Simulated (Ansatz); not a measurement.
**MgO (Periclase, Fm-3m): from the cell to its phonons**

The cell of MgO (Periclase, Fm-3m) is at rest. What are its phonons? After the zone centre comes a 4×4×4 q mesh on a 12×12×12 k mesh.

Program: Ansatz 0.2.0. Level of theory: DFT PBEsol, scalar-relativistic, plane waves, PAW. Results are calculated unless marked as measured.

**Measured values to reproduce.**

“Infrared Optical Properties of Ferropericlase (Mg1-xFexO): Experiment and Theory” (2007, arxiv:0704.2267) reports for MgO, rocksalt, by infrared reflectance, oscillator fit (wedged single crystal slab, 295 K): ε∞ (high-frequency dielectric constant) 2.95 ± 0.1; infrared mode (TO phonon at Gamma (T1u)) 396.5 cm⁻¹.

Most raw output is cut from this account.

The database entry behind the starting cell differs from later determinations by our own check (about 0.1 % long), so it need not match the best structure at ambient conditions.

### 1. Starting point

Symmetry: Fm-3m, No. 225, cubic system. Conventional cell: a = 4.214 Å, b = 4.214 Å, c = 4.214 Å, α = 90.00°, β = 90.00°, γ = 90.00°. Nearest to Mg lie 6 O at 2.11 Å. Nearest to O lie 6 Mg at 2.11 Å. Farther neighbours and most contacts between anions are not listed.

### 2. Linear response at the zone centre

The cell comes from relaxations at this level that are not shown. The zone centre comes first: it holds the modes that light can see, as far as symmetry allows. The response to a homogeneous field gives the Born charges and the dielectric tensor.

input.yaml reads:

```yaml
crystal:
  lattice:
    - [0.0, 2.1071057379, 2.1071057379]
    - [2.1071057379, 0.0, 2.1071057379]
    - [2.1071057379, 2.1071057379, 0.0]
  atoms:
    - { symbol: Mg, position: [0.0, 0.0, 0.0] }
    - { symbol: O, position: [0.5, 0.5, 0.5] }
kpoints:
  mp_grid: { grid: [12, 12, 12] }
hamiltonian:
  xc: pbesol
scf:
  occupations: { method: fixed }
output:
  eigenvalues: true
phonons:
  method: dfpt
  dielectric: true
  rigid_motions: translations
```

Run with:

```console
$ ansatz run input.yaml --threads 4 --pin off --max-ram 7168MiB --backend cpu --events-out ev --progress --plain --runs-dir out
```

Wall time 4.7 s (4 threads of Arm Neoverse V1, shared host); peak memory 0.39 GiB; 17 s of CPU time.

Numbers from this step:

* gap on the k-mesh: 4.619 eV
* volume per atom: 9.355 Å³
* sum-rule residual before enforcement: 1.84e-4 eV/Å²
* miss of the charge sum rule: 2.41e-6 e
* point group: m-3m
* highest optical mode at the zone centre (no LO-TO term): 387.5 cm⁻¹
* lowest optical zone-centre mode: 387.5 cm⁻¹
* mean high-frequency dielectric constant: 3.246
* largest Born charge (third of the trace): 1.980 e
* mean static dielectric constant: 10.36
* top of the zone-centre spectrum with the field: 692.5 cm⁻¹

Without the LO-TO term. Patterns of degenerate modes are one choice out of their space. The modes at Γ (shares of kinetic energy by element, %):

| mode | frequency (cm⁻¹) | symmetry | Mg % | O % |
| --- | --- | --- | --- | --- |
| 1 | 0.0 | acoustic | 60 | 40 |
| 2 | 0.0 | acoustic | 60 | 40 |
| 3 | 0.0 | acoustic | 60 | 40 |
| 4 | 387.5 | T1u | 40 | 60 |
| 5 | 387.5 | T1u | 40 | 60 |
| 6 | 387.5 | T1u | 40 | 60 |

Displacements in mode 4 (387.5 cm⁻¹), the largest set to 1:
```
Mg1  0.00  0.00 -0.66
O2   0.00  0.00  1.00
```

Optical modes at the zone centre, without and with the macroscopic field of the longitudinal modes; each column is sorted by frequency, so a row need not hold one and the same mode. Modes with and without the field, by row:

| rank among optical modes | no field (cm⁻¹) | q along (1, 0, 0) (cm⁻¹) |
| --- | --- | --- |
| 1 | 387.5 | 387.5 |
| 2 | 387.5 | 387.5 |
| 3 | 387.5 | 692.5 |

Born charge (rows field, columns displacement) (e), principal values of the symmetric part by kind of site:

| atom | atoms with these values | low | middle | high | mean |
| --- | --- | --- | --- | --- | --- |
| Mg1 | 1 | 1.98 | 1.98 | 1.98 | 1.98 |
| O2 | 1 | -1.98 | -1.98 | -1.98 | -1.98 |

In full for Mg1:

```
1.98 0.00 0.00
0.00 1.98 0.00
0.00 0.00 1.98
```

High-frequency dielectric tensor:

```
3.25 0.00 0.00
0.00 3.25 0.00
0.00 0.00 3.25
```

Static dielectric tensor (ions relaxed, fixed cell):

```
10.36  0.00  0.00
 0.00 10.36  0.00
 0.00  0.00 10.36
```

Transverse modes. Infrared lines, with heights relative to the strongest:

| position (cm⁻¹) | label | relative intensity |
| --- | --- | --- |
| 388 | T1u | 100 |

Before it was imposed, the acoustic sum rule was missed by 1.8e-4 eV/Å² and the charge sum rule by 2.4e-6 e. Small misses are needed for a sound result but don't prove that mesh and cutoff are converged. The lowest optical mode is real, 388 cm⁻¹.

### 3. The dispersion

Stability and thermal properties need the whole zone. Linear response on a 4×4×4 q mesh gives force constants as far as a supercell of that size would, and the tensors from the zone-centre run are typed in so that the long-range dipole term is interpolated apart.

input.yaml, the sections that differ from step 2:

```yaml
phonons:
  method: dfpt
  qmesh: [4, 4, 4]
  temperatures: { t_max: 1000, t_step: 50 }
  qpath:
    path:
      - [[0.0, 0.0, 0.0], [0.5, 0.0, 0.5], [0.625, 0.25, 0.625]]
      - [[0.375, 0.375, 0.75], [0.0, 0.0, 0.0], [0.5, 0.5, 0.5], [0.5, 0.25, 0.75], [0.5, 0.0, 0.5]]
    npoints: 10
  non_analytic_term:
    high_frequency_dielectric_tensor: [[3.2457, 0.0, 0.0], [0.0, 3.2457, 0.0], [0.0, 0.0, 3.2457]]
    born_effective_charges:
      - { species: Mg, tensor: [[1.9803, 0.0, 0.0], [0.0, 1.9803, 0.0], [0.0, 0.0, 1.9803]] }
      - { species: O, tensor: [[-1.9803, 0.0, 0.0], [0.0, -1.9803, 0.0], [0.0, 0.0, -1.9803]] }
    source: "zone-centre run at this cell"
# crystal, kpoints, hamiltonian, scf, output: as in step 2
```

Wall time 74 s (4 threads); peak memory 1.1 GiB; 4.7 min of CPU time.

Numbers from this step:

| Property | Result |
| --- | --- |
| sum-rule residual before enforcement | 7.59e-6 eV/Å² |
| lowest frequency on the path | 0 cm⁻¹ |
| highest frequency on the path or at a solved wavevector | 692.5 cm⁻¹ |
| mean frequency | 388.4 cm⁻¹ |
| Debye temperature (second moment) | 751 K |
| logarithmic mean frequency | 370.6 cm⁻¹ |
| lowest mode on the q mesh (acoustic modes at Γ apart) | 179.3 cm⁻¹ |
| zero-point energy per atom | 72.22 meV |
| heat capacity at 300 K | 18.68 J/(mol atoms K) |
| vibrational entropy at 300 K | 14.09 J/(mol atoms K) |

Frequencies (cm⁻¹) solved at each irreducible wavevector; negative means imaginary. Frequencies by wavevector, by row:

| q in reciprocal lattice units | star | mode 1 | mode 2 | mode 3 | mode 4 | mode 5 | mode 6 |
| --- | --- | --- | --- | --- | --- | --- | --- |
| 0 0 0 | 1 | 0 | 0 | 0 | 387.5 | 387.5 | 387.5 |
| 0 0 0.25 | 8 | 179.3 | 179.3 | 320.1 | 378.4 | 378.4 | 660.1 |
| 0 0 -0.5 | 4 | 271.3 | 271.3 | 353.2 | 353.2 | 537.4 | 555.8 |
| 0 0.25 0.25 | 6 | 213.3 | 213.3 | 319.6 | 411.4 | 411.4 | 606 |
| 0 0.25 -0.5 | 24 | 275.1 | 322.5 | 400.9 | 429.3 | 438.1 | 542.5 |
| 0 0.25 -0.25 | 12 | 261.2 | 314.2 | 362.5 | 404.7 | 448.2 | 573.8 |
| 0 -0.5 -0.5 | 3 | 284.4 | 284.4 | 414.9 | 436.5 | 436.5 | 534.5 |
| 0.25 -0.5 -0.25 | 6 | 340.3 | 368.4 | 368.4 | 431.4 | 486.9 | 486.9 |

Interpolated from a 4×4×4 q mesh, with the LO-TO term (at Γ the limit along the path; where Γ stands inside the path, tables give the limit on arrival). Phonon branches along the path, in cm⁻¹:

| point | branch 1 | branch 2 | branch 3 | branch 4 | branch 5 | branch 6 |
| --- | --- | --- | --- | --- | --- | --- |
| Γ | 0 | 0 | 0 | 388 | 388 | 692 |
| halfway | 213 | 213 | 320 | 411 | 411 | 606 |
| X | 284 | 284 | 415 | 436 | 436 | 534 |
| halfway | 286 | 315 | 409 | 429 | 450 | 528 |
| U | 290 | 379 | 391 | 406 | 479 | 510 |
| jump to K | 290 | 379 | 391 | 406 | 479 | 510 |
| halfway | 210 | 252 | 345 | 364 | 422 | 625 |
| Γ | 0 | 0 | 0 | 388 | 388 | 692 |
| halfway | 179 | 179 | 320 | 378 | 378 | 660 |
| L | 271 | 271 | 353 | 353 | 537 | 556 |
| halfway | 289 | 322 | 383 | 429 | 472 | 532 |
| W | 340 | 368 | 368 | 431 | 487 | 487 |
| halfway | 312 | 315 | 404 | 435 | 450 | 522 |
| X | 284 | 284 | 415 | 436 | 436 | 534 |

Tetrahedra on a 28×28×28 mesh, mean over bins of 10 cm-1. Interpolated from a 4×4×4 q mesh. Phonon density of states against wavenumber; read off at these points:

wavenumber (cm⁻¹), phonon density of states (1/cm⁻¹/cell) and a bar:
```
        5     0.0000 
       25     0.0000 
       55     0.0002 
       75     0.0004 
      105     0.0008 #
      125     0.0012 #
      145     0.0017 #
      175     0.0029 ##
      195     0.0040 ###
      215     0.0055 ####
      245     0.0093 #######
      265     0.0152 ############
      285     0.0255 ####################
      295     0.0200 ################
      315     0.0120 #########
      335     0.0092 #######
      365     0.0235 ##################
      385     0.0266 #####################
      405     0.0383 ##############################
      435     0.0198 ################
      455     0.0119 #########
      485     0.0053 ####
      505     0.0063 #####
      525     0.0112 #########
      535     0.0112 #########
      555     0.0078 ######
      575     0.0056 ####
      595     0.0046 ####
      625     0.0035 ###
      645     0.0029 ##
      675     0.0017 #
      695     0.0001
```

Phonopy on the run's constants, 21x21x21 mesh, Gaussian sigma 5.2 cm-1. Interpolated from a 4×4×4 q mesh. Partial phonon density of states against wavenumber; read off at these points; values in 1/cm⁻¹/cell:

| wavenumber (cm⁻¹) | Mg | O |
| --- | --- | --- |
| 0.0 | 1.0e-5 | 1.0e-5 |
| 20.0 | 0 | 0 |
| 40.0 | 8.9e-5 | 5.9e-5 |
| 60.0 | 1.2e-4 | 7.8e-5 |
| 80.0 | 2.5e-4 | 1.6e-4 |
| 100.0 | 4.9e-4 | 3.0e-4 |
| 120.0 | 7.5e-4 | 4.4e-4 |
| 140.0 | 0.00123 | 6.8e-4 |
| 160.0 | 0.00143 | 7.6e-4 |
| 180.0 | 0.00188 | 9.0e-4 |
| 200.0 | 0.00332 | 0.00140 |
| 220.0 | 0.00460 | 0.00158 |
| 240.0 | 0.00652 | 0.00175 |
| 260.0 | 0.0113 | 0.00212 |
| 280.0 | 0.0212 | 0.00236 |
| 284.6 | 0.0217 | 0.00235 |
| 300.0 | 0.0157 | 0.00167 |
| 320.0 | 0.0106 | 0.00115 |
| 340.0 | 0.00807 | 9.1e-4 |
| 360.0 | 0.00722 | 0.0106 |
| 380.0 | 0.00730 | 0.0180 |
| 400.0 | 0.0153 | 0.0198 |
| 404.3 | 0.0176 | 0.0197 |
| 420.0 | 0.0130 | 0.0183 |
| 440.0 | 0.00439 | 0.0111 |
| 460.0 | 0.00275 | 0.00945 |
| 480.0 | 0.00185 | 0.00537 |
| 500.0 | 0.00127 | 0.00379 |
| 520.0 | 9.4e-4 | 0.00940 |
| 528.7 | 7.6e-4 | 0.0106 |
| 540.0 | 9.4e-4 | 0.00915 |
| 560.0 | 0.00148 | 0.00582 |
| 580.0 | 0.00155 | 0.00379 |
| 600.0 | 0.00151 | 0.00296 |
| 620.0 | 0.00139 | 0.0024 |
| 640.0 | 0.00121 | 0.00195 |
| 660.0 | 9.1e-4 | 0.00141 |
| 680.0 | 5.4e-4 | 8.3e-4 |
| 700.0 | 1.6e-5 | 2.3e-5 |
| 720.0 | 0 | 0 |

Second derivatives of the energy by pair, one row for each kind of neighbour of each atom listed. Each entry sums the pair over the periodic images of the supercell that the q mesh stands for, and in a polar crystal it holds the long-range dipole part too. Force constants by pair, by row:

| atom | neighbour | distance (Å) | third of the trace (eV/Å²) | along the pair's line (eV/Å²) |
| --- | --- | --- | --- | --- |
| Mg1 | itself | 0 | 11.43 | – |
| Mg1 | O | 2.107 | -1.384 | -1.408 |
| Mg1 | Mg | 2.98 | -0.1717 | -2.145 |
| Mg1 | O | 3.65 | -0.0293 | 0.6002 |
| Mg1 | Mg | 4.214 | -0.2604 | -0.7896 |
| Mg1 | O | 4.712 | 0.0699 | 0.4162 |
| Mg1 | Mg | 5.161 | -0.0442 | -0.288 |
| Mg1 | Mg | 5.96 | -0.0027 | -0.2937 |
| Mg1 | O | 6.321 | 0.0737 | 0.1402 |
| O2 | itself | 0 | 11.59 | – |
| O2 | Mg | 2.107 | -1.384 | -1.408 |
| O2 | O | 2.98 | -0.2963 | -1.745 |
| O2 | Mg | 3.65 | -0.0293 | 0.6002 |
| O2 | O | 4.214 | -0.0131 | -0.3444 |
| O2 | Mg | 4.712 | 0.0699 | 0.4162 |
| O2 | O | 5.161 | -0.0484 | -0.2691 |
| O2 | O | 5.96 | -0.1305 | -0.4974 |
| O2 | Mg | 6.321 | 0.0483 | 0.1888 |

Harmonic thermodynamic functions per atom, from the density of states. Interpolated from a 4×4×4 q mesh. Thermodynamic functions, by row:

| T (K) | F_vib (meV/atom) | S (J/mol-atom/K) | C_V (J/mol-atom/K) |
| --- | --- | --- | --- |
| 0 | 72.22 | 0 | 0 |
| 50 | 72.21 | 0.13 | 0.467 |
| 100 | 71.89 | 1.401 | 4.229 |
| 200 | 67.51 | 7.463 | 13.71 |
| 300 | 56.28 | 14.09 | 18.68 |
| 400 | 38.62 | 19.83 | 21.09 |
| 500 | 15.48 | 24.69 | 22.36 |
| 600 | -12.31 | 28.84 | 23.1 |
| 700 | -44.1 | 32.44 | 23.57 |
| 800 | -79.39 | 35.6 | 23.88 |
| 900 | -117.8 | 38.43 | 24.1 |
| 1000 | -159 | 40.98 | 24.25 |

Harmonic mean-square displacement, third of the trace. Interpolated from a 4×4×4 q mesh. Mean square displacements, by row:

| T (K) | Mg1 U_eq (Å²) | O2 U_eq (Å²) |
| --- | --- | --- |
| 0 | 0.00224 | 0.00264 |
| 100 | 0.0024 | 0.00277 |
| 300 | 0.00402 | 0.00405 |
| 600 | 0.00726 | 0.00695 |

Symmetry leaves 8 wavevectors to solve. The lowest mode among them, the acoustic zeros apart, lies at q = (0, 0, 0.25) and is real, 179 cm⁻¹.

### 4. Finite displacements in a supercell

Finite displacements in a 2×2×2 supercell give force constants from forces alone. They are exact at the wavevectors that the supercell holds, where they check the linear-response result.

input.yaml: that of step 3 with these lines changed.

```diff
@@ -17,4 +17,4 @@
 phonons:
-  method: dfpt
-  qmesh: [4, 4, 4]
+  method: fd
+  supercell: [2, 2, 2]
   temperatures: { t_max: 1000, t_step: 50 }
```

Wall time 18 s (4 threads); peak memory 0.7 GiB.

This step gave:

* atoms in the supercell: 16
* sum-rule residual before enforcement: 1.72e-4 eV/Å²

Interpolated from a 2×2×2 supercell, rough between the solved points, with the LO-TO term (at Γ the limit along the path; where Γ stands inside the path, tables give the limit on arrival). Phonon branches along the path, in cm⁻¹:

| point | branch 1 | branch 2 | branch 3 | branch 4 | branch 5 | branch 6 |
| --- | --- | --- | --- | --- | --- | --- |
| Γ | 0 | 0 | 0 | 388 | 388 | 692 |
| halfway | 216 | 216 | 331 | 411 | 411 | 605 |
| X | 284 | 284 | 415 | 436 | 436 | 534 |
| halfway | 281 | 316 | 411 | 430 | 445 | 524 |
| U | 274 | 386 | 396 | 412 | 464 | 496 |
| jump to K | 274 | 386 | 396 | 412 | 464 | 496 |
| halfway | 218 | 247 | 352 | 354 | 418 | 624 |
| Γ | 0 | 0 | 0 | 388 | 388 | 692 |
| halfway | 187 | 187 | 321 | 373 | 373 | 660 |
| L | 271 | 271 | 353 | 353 | 537 | 556 |
| halfway | 278 | 318 | 388 | 421 | 478 | 520 |
| W | 339 | 369 | 369 | 422 | 475 | 475 |
| halfway | 310 | 313 | 406 | 431 | 447 | 514 |
| X | 284 | 284 | 415 | 436 | 436 | 534 |

Tetrahedra on a 26×26×26 mesh, mean over bins of 10 cm-1. Interpolated from a 2×2×2 supercell, rough between the solved points. Table of phonon density of states by wavenumber; read off at these points:

wavenumber (cm⁻¹), phonon density of states (1/cm⁻¹/cell) and a bar:
```
        5     0.0000 
       35     0.0001 
       75     0.0004 
      105     0.0008 #
      135     0.0013 #
      165     0.0022 ##
      205     0.0043 ####
      235     0.0076 #######
      265     0.0258 ########################
      275     0.0263 ########################
      305     0.0122 ###########
      335     0.0087 ########
      365     0.0230 #####################
      395     0.0324 ##############################
      405     0.0325 ##############################
      425     0.0315 #############################
      435     0.0272 #########################
      465     0.0101 #########
      495     0.0078 #######
      525     0.0096 #########
      535     0.0086 ########
      565     0.0056 #####
      595     0.0043 ####
      625     0.0034 ###
      665     0.0021 ##
      695     0.0001
```

At Γ the two methods differ by at most 0.0 cm⁻¹.

### 5. Outcome

| Item | Value |
| --- | --- |
| space group (within 0.01 Å) | Fm-3m |
| volume per atom | 9.36 Å³ |
| gap on the k-mesh | 4.62 eV |
| highest optical mode at the zone centre (no LO-TO term) | 388 cm⁻¹ |
| top of the zone-centre spectrum with the field | 692 cm⁻¹ |
| lowest optical zone-centre mode | 388 cm⁻¹ |
| mean high-frequency dielectric constant | 3.25 |
| mean static dielectric constant | 10.4 |
| largest Born charge (third of the trace) | 1.98 e |
| lowest mode on the q mesh (acoustic modes at Γ apart) | 179 cm⁻¹ |
| highest frequency on the path or at a solved wavevector | 692 cm⁻¹ |
| zero-point energy per atom | 72.2 meV |
| heat capacity at 300 K | 18.7 J/(mol atoms K) |
| vibrational entropy at 300 K | 14.1 J/(mol atoms K) |
| Debye temperature (second moment) | 751 K |
| imaginary modes on the 4×4×4 q mesh | none |

The structure is a minimum as far as tested: no mode is imaginary at the 8 irreducible wavevectors of the 4×4×4 mesh, and the softest away from the acoustic zeros lies at 179 cm⁻¹. Without the field, the optical modes at Γ form one degenerate level at 388 cm⁻¹. With the macroscopic field of the longitudinal modes the top of the zone-centre spectrum lies at 692 cm⁻¹, against 388 cm⁻¹ without it. Lattice motion raises the mean dielectric constant from 3.246 to 10.36. The strongest infrared line is at 388 cm⁻¹. Finite displacements and linear response differ by 0.0 cm⁻¹ in the highest zone-centre mode. These are harmonic frequencies at zero temperature: anharmonic shifts, linewidths and thermal expansion are left out.

Comparison with the measured values:

| quantity | measured | PBEsol, PAW |
| --- | --- | --- |
| ε∞ (mean of the tensor) | 2.95 | 3.25 (+10.0 %) |
| infrared mode, TO phonon at Gamma (T1u) (cm⁻¹) | 396.5 | 388 (-2.3 %) |

Measured values from arxiv:0704.2267 (2007).

**Verdict.** The ε∞ is off by +10.0 %: fair agreement. The infrared mode is off by -2.3 %: good agreement. The grades are ours: good and fair within 7 and 18 % for the ε∞ and 3 and 7 % for the infrared mode. For infrared mode the calculation has a static lattice, without zero-point motion or thermal motion (measured at up to 295 K).

[Logs are printed without paths, hosts, clocks, repeated set-up lines and the standing remarks that a program may print on its own settings, such as how far it seeks lower states.]

[Hosts, paths, dates, database ids (printed as entryN), source tags and the programs' standing remarks are cut or masked in the printed files.]
